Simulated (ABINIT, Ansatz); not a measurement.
An input for ABINIT 10.8.3 (Cs3GaF6 (Fm-3m)):

```
acell 3*1.0 Angstrom
rprim 
  -0.000000000000 4.723900000000 4.723900000000
  4.723900000000 0.000000000000 4.723900000000
  4.723900000000 4.723900000000 0.000000000000
ntypat 3
znucl 55 31 9
natom 10
typat 1 1 1 2 3 3 3 3 3 3
xred 
  0.750000000000 0.750000000000 0.750000000000
  0.250000000000 0.250000000000 0.250000000000
  0.000000000000 0.000000000000 0.000000000000
  0.500000000000 0.500000000000 0.500000000000
  0.296500000000 0.703500000000 0.703500000000
  0.703500000000 0.296500000000 0.703500000000
  0.703500000000 0.296500000000 0.296500000000
  0.296500000000 0.703500000000 0.296500000000
  0.703500000000 0.703500000000 0.296500000000
  0.296500000000 0.296500000000 0.703500000000
pp_dirpath "pseudos"
pseudos "Cs.upf, Ga.upf, F.upf"
ecut 45
ngkpt 2 2 2
nshiftk 1
shiftk 0 0 0
kptopt 1
chksymbreak 0
istwfk *1
occopt 1
irdwfk 1
optdriver 4
nband 50
gwcalctyp 7
ecutsigx 45
symsigma 1
nkptgw 2
kptgw 
  0.5000000000 0.0000000000 0.0000000000
  0.0000000000 0.0000000000 0.0000000000
bdgw 
  44 47
  43 48
ecuteps 5.2
irdscr 1
indata_prefix "in"
outdata_prefix "out"
tmpdata_prefix "tmp"
```

```sh
OMP_NUM_THREADS=1 mpirun -n 4 abinit run.abi > log
```

Estimate wall time and host memory on 4 MPI ranks of Intel Xeon 6975P-C (Granite Rapids), shared host.

It took 19 s; on shared hardware allow 9.7 s to 39 s. Peak host memory was 2.9 GiB.

[Paths, hosts, dates, memory and timing lines, banners, echoed tables and standing remarks are left out of the program output.]

[Logs are printed without paths, hosts, clocks, repeated set-up lines and the standing remarks that a program may print on its own settings, such as how far it seeks lower states.]

[Runs of the session that timed out or met a known fault of the program may be left out.]

[Hosts, paths, dates, database ids (printed as entryN), source tags and the programs' standing remarks are cut or masked in the printed files.]

[G0W0 gaps are taken among the corrected bands and points alone; a level outside them can change the order at an edge.]

[Where Ansatz stands beside ABINIT at settings called matched, ABINIT's density can come from a denser mesh and the files from another edition; pairs whose starting gaps differed by over 0.03 eV were left out, so agreement reads better than it is.]
